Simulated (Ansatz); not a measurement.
# H2Pb (model cell, started as rutile): following an unstable mode, part 2 of 2

Which phase does H2Pb (model cell, started as rutile) fall into along its unstable mode, and how much energy does it gain?

Ansatz 0.2.0; DFT PBEsol, scalar-relativistic, plane waves, PAW.

So far, highest frequency on the path or at a solved wavevector (cm⁻¹): step 2 (response at finite wavevector) 1069. Also lowest frequency on the path (cm⁻¹): step 2 -773.

The structure was built from a prototype and need not be the compound's stable phase.

### Step 4. The mode frozen in, largest atomic shift 0.45 Å

The atoms are moved along the unstable eigenvector, the largest shift by 0.45 Å, with the cell fixed.

Input file input.yaml:

```yaml
crystal:
  lattice:
    - [4.9543492694, 0.0, 3.7593839155]
    - [4.9543492694, 0.0, -3.7593839155]
    - [0.0, 4.9543492694, 3.7593839155]
  atoms:
    - { symbol: Pb, position: [9.44292e-05, 0.0, -9.44292e-05] }
    - { symbol: Pb, position: [0.4999055708, 0.5, 9.44292e-05] }
    - { symbol: Pb, position: [0.25, 0.2499055708, 0.4999055708] }
    - { symbol: Pb, position: [0.75, 0.7500944292, 0.5000944292] }
    - { symbol: H, position: [-0.0569254769, 0.375116405, 0.3124605861] }
    - { symbol: H, position: [0.5569254769, 0.7555351092, 0.3181909281] }
    - { symbol: H, position: [0.0626558189, 0.624883595, 0.6818090719] }
    - { symbol: H, position: [0.4373441811, 0.2444648908, 0.6875394139] }
    - { symbol: H, position: [0.625116405, 0.1873441811, 0.1818090719] }
    - { symbol: H, position: [0.0055351092, 0.8126558189, 0.1875394139] }
    - { symbol: H, position: [0.874883595, 0.3069254769, 0.8124605861] }
    - { symbol: H, position: [0.4944648908, 0.6930745231, 0.8181909281] }
kpoints:
  mp_grid: { grid: [6, 6, 6] }
hamiltonian:
  xc: pbesol
scf:
  occupations: { method: methfessel_paxton, width: 0.15 }
output:
  forces: true
  stress: true
  eigenvalues: true
```

Started as:

```console
> ansatz run input.yaml --threads 8 --pin off --max-ram 14336MiB --backend cpu --events-out ev --progress --plain --runs-dir out
```

Numbers of over 12 decimals in the logs are rounded to 6 here.

Log:

```text
[...]
Crystal: 12 atoms, lattice volume = 184.552 Å³
Basis set: ecut = 420 eV, 3649 PW (Γ), exchange–correlation on 90×90×90 points (8 copies of the dense FFT grid, shifted against one another)
Bands: 44, of which v1, the nominal top of the filled ones, is band 32 counted from 1 (31 counted from 0)
Symmetry: 8 space group operations
[...]
k-points: 30 of 216 (time reversal used)
[...]
k-point 0: bands = [... 28 lower, 2.6875, 2.9732, 4.4317, 5.4836, 7.7937, 7.7962, 9.3444, 9.4009, ... 6 higher]
  k-point 1: bands = [... 28 lower, 3.4894, 3.7164, 4.4956, 5.7082, 7.4344, 7.9615, 8.2071, 9.4850, ... 6 higher]
  k-point 2: bands = [... 28 lower, 4.3823, 4.6299, 4.8065, 5.9002, 6.9867, 7.1180, 8.3417, 8.7346, ... 6 higher]
  k-point 29: bands = [... 28 lower, 3.5116, 3.5116, 6.1371, 6.1371, 9.3145, 9.3145, 9.9164, 9.9164, ... 6 higher]
[key lines of the parts left out:]
SCF converged after 6 iterations
Free energy (F): -47140.022456 eV
Fermi energy:    6.525050 eV
P = ⅓ Tr σ = 2.7951 GPa (27.951 kbar)
```

Wall time 2.9 s (8 threads of Arm Neoverse V1, shared host); peak memory 0.71 GiB.

Numbers from this step:

| Property | Result |
| --- | --- |
| pressure | 2.795 GPa |
| gap on the k-mesh | 0.7517 eV |
| energy from the undistorted cell | -39.63 meV/atom |

The energy, extrapolated to zero smearing, is -39.63 meV/atom against the undistorted cell.

The run ends at a pressure of 2.80 GPa, with forces up to 0.67 eV/Å.

### Step 5. Energy along the mode, all amplitudes (two of the runs are shown above)

An imaginary frequency means negative curvature, so the energy should fall and then rise again as anharmonic terms take over.

Numbers from this step:

```
depth at the lowest point sampled  : 39.63 meV/atom
largest atomic shift at that point : 0.45 Å
```

Table of energy from the parent by largest atomic shift:

```csv
largest atomic shift (Å),energy from the parent (meV/atom)
0.000,0
0.040,-1.55
0.080,-5.17
0.140,-12.2
0.220,-23.4
0.320,-37.3
0.450,-39.6
0.600,1.24
```

Displacement at unit largest shift by atom:

| atom | x (Å) | y (Å) | z (Å) | size |
| --- | --- | --- | --- | --- |
| Pb1 | 0.00 | 0.00 | 0.00 | 0.00 |
| Pb2 | 0.00 | 0.00 | 0.00 | 0.00 |
| Pb3 | 0.00 | 0.00 | 0.00 | 0.00 |
| Pb4 | 0.00 | 0.00 | 0.00 | 0.00 |
| H5 | 0.03 | -0.03 | -1.00 | 1.00 |
| H6 | -0.03 | 0.03 | 1.00 | 1.00 |
| H7 | 0.03 | -0.03 | 1.00 | 1.00 |
| H8 | -0.03 | 0.03 | -1.00 | 1.00 |
| H9 | -0.03 | -0.03 | 1.00 | 1.00 |
| H10 | 0.03 | 0.03 | -1.00 | 1.00 |
| H11 | -0.03 | -0.03 | -1.00 | 1.00 |
| H12 | 0.03 | 0.03 | 1.00 | 1.00 |

The lowest of the steps tried is at 0.45 Å, 39.6 meV/atom below the parent; the bottom of the well need not coincide with a step.

### Step 6. Relaxation from the frozen mode

Starting from the lowest point found, all atoms and the cell are let go, so that strain and other modes of the same symmetry can join in.

Changes to input.yaml since step 4:

```diff
@@ -28 +28,6 @@
   eigenvalues: true
+relax:
+  adjacent_minimum: "off"
+  f_tol: 0.002
+  max_steps: 120
+  cell: { stress_tol: 0.03 }
```

Log:

```text
[...]
Crystal: 12 atoms, lattice volume = 184.552 Å³
Basis set: ecut = 420 eV, 3649 PW (Γ), exchange–correlation on 90×90×90 points (8 copies of the dense FFT grid, shifted against one another)
Bands: 44, of which v1, the nominal top of the filled ones, is band 32 counted from 1 (31 counted from 0)
Symmetry: 8 space group operations
[...]
k-points: 30 of 216 (time reversal used)
[...]
SCF iter   1: F=—  HF=-47140.044006 eV  |F-HF|=—  |Δ(HF+E_count)|=         —  Δρ=7.19e-3  dr2=7.79e-2  ethr=1.77e-3  ⟨swp⟩=9.9  Hψ=6938  notcnv=0  defer=3
[...]
SCF iter   6: F=-47140.022456 eV  HF=-47140.022456 eV  |F-HF|=7.06e-10  |Δ(HF+E_count)|=   4.58e-7  S|Δr|=    0.00e0  Δρ=4.53e-6  dr2=3.34e-8  ethr=1.56e-10  ⟨swp⟩=12.6  Hψ=7148  notcnv=0
SCF 1 converged in 6 iterations: F = -47140.022456 eV  dr2 = 3.34e-8
[...]
relax step   1: F+E_penalty+E_count = -47140.02245623 eV  Δ(F+E_penalty+E_count) = +0.000e0 eV  max|allowed force component| = 4.737e-1 eV/Å  Δτ_max = 0.0000 Å  P = +2.795 GPa  Ω = 184.552 Å³  (6 SCF iters, dr2 threshold 1.00e-7 eV, accepted)
Crystal: 12 atoms, lattice volume = 194.731 Å³
Basis set: ecut = 420 eV, 3849 PW (Γ), exchange–correlation on 90×90×90 points (8 copies of the dense FFT grid, shifted against one another)
[...]
SCF iter   6: F=-47140.279119 eV  HF=-47140.279119 eV  |F-HF|=1.93e-7  |Δ(HF+E_count)|=   1.47e-7  S|Δr|=    0.00e0  Δρ=7.79e-6  dr2=1.36e-7  ethr=1.87e-9  ⟨swp⟩=8.4  Hψ=6195  notcnv=0
SCF 2 converged in 6 iterations: F = -47140.279119 eV  dr2 = 1.36e-7
[...]
relax step   2: F+E_penalty+E_count = -47140.27911899 eV  Δ(F+E_penalty+E_count) = -2.567e-1 eV  max|allowed force component| = 1.925e-1 eV/Å  Δτ_max = 0.0974 Å  P = -1.228 GPa  Ω = 194.731 Å³  energy of the carried Pulay correction = -5.212e-3 eV  (6 SCF iters, dr2 threshold 1.20e-6 eV, accepted)
Crystal: 12 atoms, lattice volume = 188.209 Å³
Basis set: ecut = 420 eV, 3713 PW (Γ), exchange–correlation on 90×90×90 points (8 copies of the dense FFT grid, shifted against one another)
[...]
SCF iter   5: F=-47140.377612 eV  HF=-47140.377612 eV  |F-HF|=5.70e-9  |Δ(HF+E_count)|=   2.97e-6  S|Δr|=    0.00e0  Δρ=1.32e-5  dr2=3.77e-7  ethr=1.87e-9  ⟨swp⟩=9.3  Hψ=6638  notcnv=0
SCF 3 converged in 5 iterations: F = -47140.377612 eV  dr2 = 3.77e-7
[...]
relax step   3: F+E_penalty+E_count = -47140.37761227 eV  Δ(F+E_penalty+E_count) = -9.849e-2 eV  max|allowed force component| = 9.305e-2 eV/Å  Δτ_max = 0.0870 Å  P = -0.483 GPa  Ω = 188.209 Å³  energy of the carried Pulay correction = -1.905e-3 eV  (5 SCF iters, dr2 threshold 1.20e-6 eV, accepted)
[...]
relax step   4: F+E_penalty+E_count = -47140.41135207 eV  Δ(F+E_penalty+E_count) = -3.374e-2 eV  max|allowed force component| = 5.493e-2 eV/Å  Δτ_max = 0.1038 Å  P = -0.107 GPa  Ω = 187.234 Å³  energy of the carried Pulay correction = -1.401e-3 eV  (5 SCF iters, dr2 threshold 7.75e-7 eV, accepted)
[...]
relax step   5: F+E_penalty+E_count = -47140.41851106 eV  Δ(F+E_penalty+E_count) = -7.159e-3 eV  max|allowed force component| = 5.123e-3 eV/Å  Δτ_max = 0.0193 Å  P = -0.026 GPa  Ω = 187.160 Å³  energy of the carried Pulay correction = -1.362e-3 eV  (4 SCF iters, dr2 threshold 1.10e-6 eV, accepted)
[...]
relax step   6: F+E_penalty+E_count = -47140.41885574 eV  Δ(F+E_penalty+E_count) = -3.447e-4 eV  max|allowed force component| = 3.580e-3 eV/Å  Δτ_max = 0.0066 Å  P = +0.013 GPa  Ω = 187.114 Å³  energy of the carried Pulay correction = -1.338e-3 eV  (5 SCF iters, dr2 threshold 2.59e-8 eV, accepted)
[...]
relax step   7: F+E_penalty+E_count = -47140.41891706 eV  Δ(F+E_penalty+E_count) = -6.132e-5 eV  max|allowed force component| = 1.021e-3 eV/Å  Δτ_max = 0.0025 Å  P = +0.002 GPa  Ω = 187.079 Å³  energy of the carried Pulay correction = -1.320e-3 eV  (5 SCF iters, dr2 threshold 8.01e-10 eV, accepted)
[...]
relax step   8: F+E_penalty+E_count = -47140.42219122 eV  Δ(F+E_penalty+E_count) = -3.274e-3 eV  max|allowed force component| = 1.103e-3 eV/Å  Δτ_max = 0.0000 Å  P = +0.012 GPa  Ω = 187.079 Å³  stress off target by 4.56e-2 GPa  SCF on the basis re-selected at this cell (its energy is not comparable with the rows above)  (5 SCF iters)
[...]
relax step   9: F+E_penalty+E_count = -47140.42218467 eV  Δ(F+E_penalty+E_count) = +6.549e-6 eV  max|allowed force component| = 1.161e-4 eV/Å  Δτ_max = 0.0016 Å  P = +0.000 GPa  Ω = 187.170 Å³  energy of the carried Pulay correction = -4.975e-5 eV  (5 SCF iters, dr2 threshold 5.19e-9 eV, accepted)
[...]
SCF iter   4: F=-47140.422258 eV  HF=-47140.422258 eV  |F-HF|=1.46e-11  |Δ(HF+E_count)|=  1.31e-10  S|Δr|=    0.00e0  Δρ=5.17e-8  dr2=6.68e-12  ethr=1.00e-12  ⟨swp⟩=8.5  Hψ=6081  notcnv=0
SCF 10 converged in 4 iterations: F = -47140.422258 eV  dr2 = 6.68e-12
relax step  10: F+E_penalty+E_count = -47140.42225792 eV  Δ(F+E_penalty+E_count) = -7.325e-5 eV  max|allowed force component| = 1.147e-4 eV/Å  Δτ_max = 0.0000 Å  P = +0.000 GPa  Ω = 187.170 Å³  stress off target by 4.23e-3 GPa  SCF on the basis re-selected at this cell (its energy is not comparable with the rows above)  (4 SCF iters)
[...]
SCF converged after 4 iterations
[...]
Free energy (F): -47140.422258 eV
[...]
Internal energy: -47140.422322 eV  (E = F + TS)
E sigma→0 (E₀):  -47140.422274 eV
Entropy (-TS):   0.000064 eV (0.005 meV/atom)
Fermi energy:    6.036145 eV
[...]
--- Forces (eV/Å), atoms counted from 1 ---
  atom   1  Pb     0.00011472    -0.00011472    -0.00000000
  atom   2  Pb    -0.00011472     0.00011472    -0.00000000
  atom   3  Pb    -0.00011472    -0.00011472    -0.00000000
  atom   4  Pb     0.00011472     0.00011472    -0.00000000
  atom   5  H      0.00003724    -0.00005468    -0.00003935
  atom   6  H     -0.00005468     0.00003724     0.00003935
  atom   7  H      0.00005468    -0.00003724     0.00003935
  atom   8  H     -0.00003724     0.00005468    -0.00003935
  atom   9  H     -0.00005468    -0.00003724     0.00003935
  atom  10  H      0.00003724     0.00005468    -0.00003935
  atom  11  H     -0.00003724    -0.00005468    -0.00003935
  atom  12  H      0.00005468     0.00003724     0.00003935
  max |Σ_I F_I| component: 5.67e-17 eV/Å
--- Stress (GPa, compression-positive) ---
       -0.001771      -0.000000      -0.000000
       -0.000000      -0.001771      -0.000000
       -0.000000      -0.000000       0.004232
  P = ⅓ Tr σ = 0.0002 GPa (0.002 kbar)
--- Band table (eV; the first three rows and the last of 30) ---
  k-point 0: bands = [... 28 lower, 2.6806, 2.6806, 3.2488, 5.0048, 6.3296, 8.4957, 9.3720, 9.5698, ... 8 higher]
  k-point 1: bands = [... 28 lower, 3.4481, 3.4931, 3.6449, 5.2821, 6.6196, 7.9134, 8.1320, 9.3095, ... 8 higher]
  k-point 2: bands = [... 28 lower, 3.8105, 4.6103, 4.6378, 5.4914, 6.9076, 7.0936, 7.5645, 8.4951, ... 8 higher]
  k-point 29: bands = [... 28 lower, 3.4911, 3.4911, 5.3539, 5.3539, 8.2966, 8.2966, 10.0154, 10.0154, ... 8 higher]
--- Relaxed structure (8 steps of the walk, 8 accepted, 2 SCFs on fresh bases) ---
  F+E_penalty+E_count = -47140.42225792 eV   max|allowed force component| = 1.147e-4 eV/Å   (the final SCF, on the basis selected at the relaxed cell)
  cell:  # Å, volume = 187.1696 Å³
    - [4.828224, 0, 4.014492]
    - [4.828224, 0, -4.014492]
    - [0, 4.828224, 4.014492]
  atoms:
    - { symbol: Pb, position: [0.020829, 0, -0.020829] }
    - { symbol: Pb, position: [0.479171, 0.500000, 0.020829] }
    - { symbol: Pb, position: [0.25, 0.229171, 0.479171] }
    - { symbol: Pb, position: [0.75, 0.770829, 0.520829] }
    - { symbol: H, position: [-0.048198, 0.392288, 0.282552] }
    - { symbol: H, position: [0.548198, 0.734354, 0.344090] }
    - { symbol: H, position: [0.109736, 0.607712, 0.655910] }
    - { symbol: H, position: [0.390264, 0.265646, 0.717448] }
    - { symbol: H, position: [0.642288, 0.140264, 0.155910] }
    - { symbol: H, position: [-0.015646, 0.859736, 0.217448] }
    - { symbol: H, position: [0.857712, 0.298198, 0.782552] }
    - { symbol: H, position: [0.515646, 0.701802, 0.844090] }
```

Elapsed: 36 s, on 8 threads; peak memory 0.8 GiB.

The steps of the relaxation:

| step | energy less that of the first step (eV) | largest force component (eV/Å) | pressure (GPa) | volume (Å³) |
| --- | --- | --- | --- | --- |
| 1 | 0.0000 | 0.4737 | 2.80 | 184.55 |
| 2 | -0.2567 | 0.1925 | -1.23 | 194.73 |
| 3 | -0.3552 | 0.0930 | -0.48 | 188.21 |
| 4 | -0.3889 | 0.0549 | -0.11 | 187.23 |
| 5 | -0.3961 | 0.0051 | -0.03 | 187.16 |
| 6 | -0.3964 | 0.0036 | 0.01 | 187.11 |
| 7 | -0.3965 | 0.0010 | 0.00 | 187.08 |
| 8* | -0.3997 | 0.0011 | 0.01 | 187.08 |
| 9 | -0.3997 | 0.0001 | 0.00 | 187.17 |
| 10* | -0.3998 | 0.0001 | 0.00 | 187.17 |

Relaxation steps marked * repeat the geometry before them on a plane-wave basis chosen anew for their cell, so energy and pressure can jump there.

The run keeps the 8 symmetry operations that it works with, so distortions that break them were not tested.

```csv
"conventional cell, symmetrised",before,after,change
a (Å),7.007,6.828,-2.5 %
b (Å),7.007,6.828,-2.5 %
c (Å),7.519,8.029,+6.8 %
volume (Å³/atom),15.38,15.60,+1.4 %
```

The atoms that moved most (Å, as changes of fractional coordinates times the final cell):

```
atom      dx      dy      dz  length
 H10   0.125   0.144  -0.154   0.245
  H9  -0.144  -0.125   0.154   0.245
  H5   0.125  -0.144  -0.154   0.245
  H8  -0.125   0.144  -0.154   0.245
  H7   0.144  -0.125   0.154   0.245
  H6  -0.144   0.125   0.154   0.245
 H12   0.144   0.125   0.154   0.245
 H11  -0.125  -0.144  -0.154   0.245
```

Final coordinates:

```xyz
12
Lattice="4.8282 0.0000 4.0145 4.8282 0.0000 -4.0145 0.0000 4.8282 4.0145" Properties=species:S:1:pos:R:3 pbc="T T T"
Pb    0.1006   -0.1006    0.0000
Pb    4.7277    0.1006    0.0000
Pb    2.3135    2.3135    2.0072
Pb    7.3429    2.5147    2.0072
H     1.6613    1.3642   -0.6340
H     6.1924    1.6613    0.6340
H     3.4640    3.1669    0.6340
H     3.1669    3.4640    3.3805
H     3.7783    0.7528    2.6413
H     4.0755    1.0499   -2.6413
H     5.5810    3.7783    5.3877
H     5.8781    4.0755    2.6413
```

This step gave:

```yaml
pressure: 2.30e-4 GPa
volume_per_atom: 15.60 Å³
gap_on_the_k_mesh: 0.6725 eV
```

The distorted start has space group I-42d; the relaxation ends in I-42d.

### Step 7. What came out

```
unstable mode of the parent                                                      : q = (-0.5, -0.5, -0.5), 675i cm⁻¹
depth at the lowest point sampled                                                : 39.6 meV/atom
largest atomic shift at that point                                               : 0.45 Å
space group reached (within 0.01 Å)                                              : I-42d
energy gained over the parent (first relaxation, on the mesh of the frozen mode) : 73.0 meV/atom
volume per atom, phase reached                                                   : 15.6 Å³
gap on the k-mesh, phase reached                                                 : 0.672 eV
```

What this shows: Along this mode the structure falls into I-42d, 73.0 meV/atom below the parent. At the parent's cell the well is 39.63 meV/atom deep on the steps tried, with its lowest point at a shift of 0.45 Å. Relaxing atoms and cell changes the gain by +33.32 meV/atom against the lowest step (energies at zero smearing). The modes of the phase reached were not computed on this path. Of the 6 patterns followed to their end from this parent, this one ends 15.7 meV/atom above the lowest, P4_32_12. Each path keeps the symmetry of its pattern, so a lower phase may lie along a pattern not tried. The q mesh stands for a supercell only 7.5 Å across, so branches between the solved wavevectors are rough. With no gap, or one that is small against the smearing, the frequencies hang on the k mesh and the smearing, most of all near Kohn anomalies. Spin-orbit coupling is left out, which can matter for the heavy elements here. The starting cell was built on a prototype and not taken from a measurement, so the phase need not exist.

[Logs are printed without paths, hosts, clocks, repeated set-up lines and the standing remarks that a program may print on its own settings, such as how far it seeks lower states.]

[Hosts, paths, dates, database ids (printed as entryN), source tags and the programs' standing remarks are cut or masked in the printed files.]
